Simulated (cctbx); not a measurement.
## Resonant diffraction in Ta2TiMn3Be6

Space group R-3m (no. 166), a = 4.6630 Å, b = 4.6630 Å, c = 22.0570 Å, α = 90.00°, β = 90.00°, γ = 120.00°.

| atom | mult. | x | y | z | Ueq (Å²) |
| --- | --- | --- | --- | --- | --- |
| Ta1 | 6 | 1/3 | 2/3 | 0.8071 | 0.0095 |
| Mn1 | 3 | 2/3 | 1/3 | 5/6 | 0.0129 |
| Mn2 | 6 | 2/3 | 1/3 | 0.6669 | 0.0112 |
| Ti1 | 3 | 0 | 0 | 0 | 0.0112 |
| Be1 | 18 | 0.8435 | 0.1565 | 0.7492 | 0.0202 |

This is a model crystal, built by substitution and not relaxed, with assumed displacement parameters.

Calculated with cctbx: free-atom f′ and f″ from the Sasaki tables, no fine structure; amplitudes in electrons.

```
E (eV)  F 0 3 0  F 0 2 4  F 2 1 1  F 0 2 1
  9281    358.1    229.8    101.9    151.0
  9631    348.7    220.2     95.2    144.0
  9761    340.8    212.3     89.8    138.5
  9821    333.2    204.8     84.8    133.2
  9851    325.6    197.3     79.8    128.0
  9866    318.0    189.9     74.8    122.9
  9873    311.4    183.3     70.4    118.3
  9877    304.4    176.4     65.8    113.6
  9885    307.0    179.1     69.4    114.7
  9889    316.0    187.9     74.9    120.7
  9896    323.6    195.2     79.6    125.8
  9911    331.8    203.1     84.7    131.3
  9941    339.8    210.9     89.7    136.7
 10031    349.8    220.5     95.8    143.3
 10281    360.1    230.3    102.0    150.0
```

**Question.** Which edge is crossed, and why do the reflections move as they do?

The L3 edge of Ta. The edge is at 9881 eV. f′ of Ta falls from -12.1 e at 9761 eV to -18.9 e at 4 eV below it, and f″ steps from 3.79 to 10.49 e across it. Over that approach |F| changes by -11 % (0 3 0), -17 % (0 2 4), -27 % (2 1 1) and -18 % (0 2 1): a reflection falls where Ta scatters in phase with the total and rises where it scatters against it; it hardly moves where the Ta term is small or cancels by symmetry. Above the edge the larger f″ enters the imaginary part, where it can add to or cancel the other atoms' f″. The structure is centrosymmetric, so Friedel mates stay equal.

[Logs are printed without paths, hosts, clocks, repeated set-up lines and the standing remarks that a program may print on its own settings, such as how far it seeks lower states.]
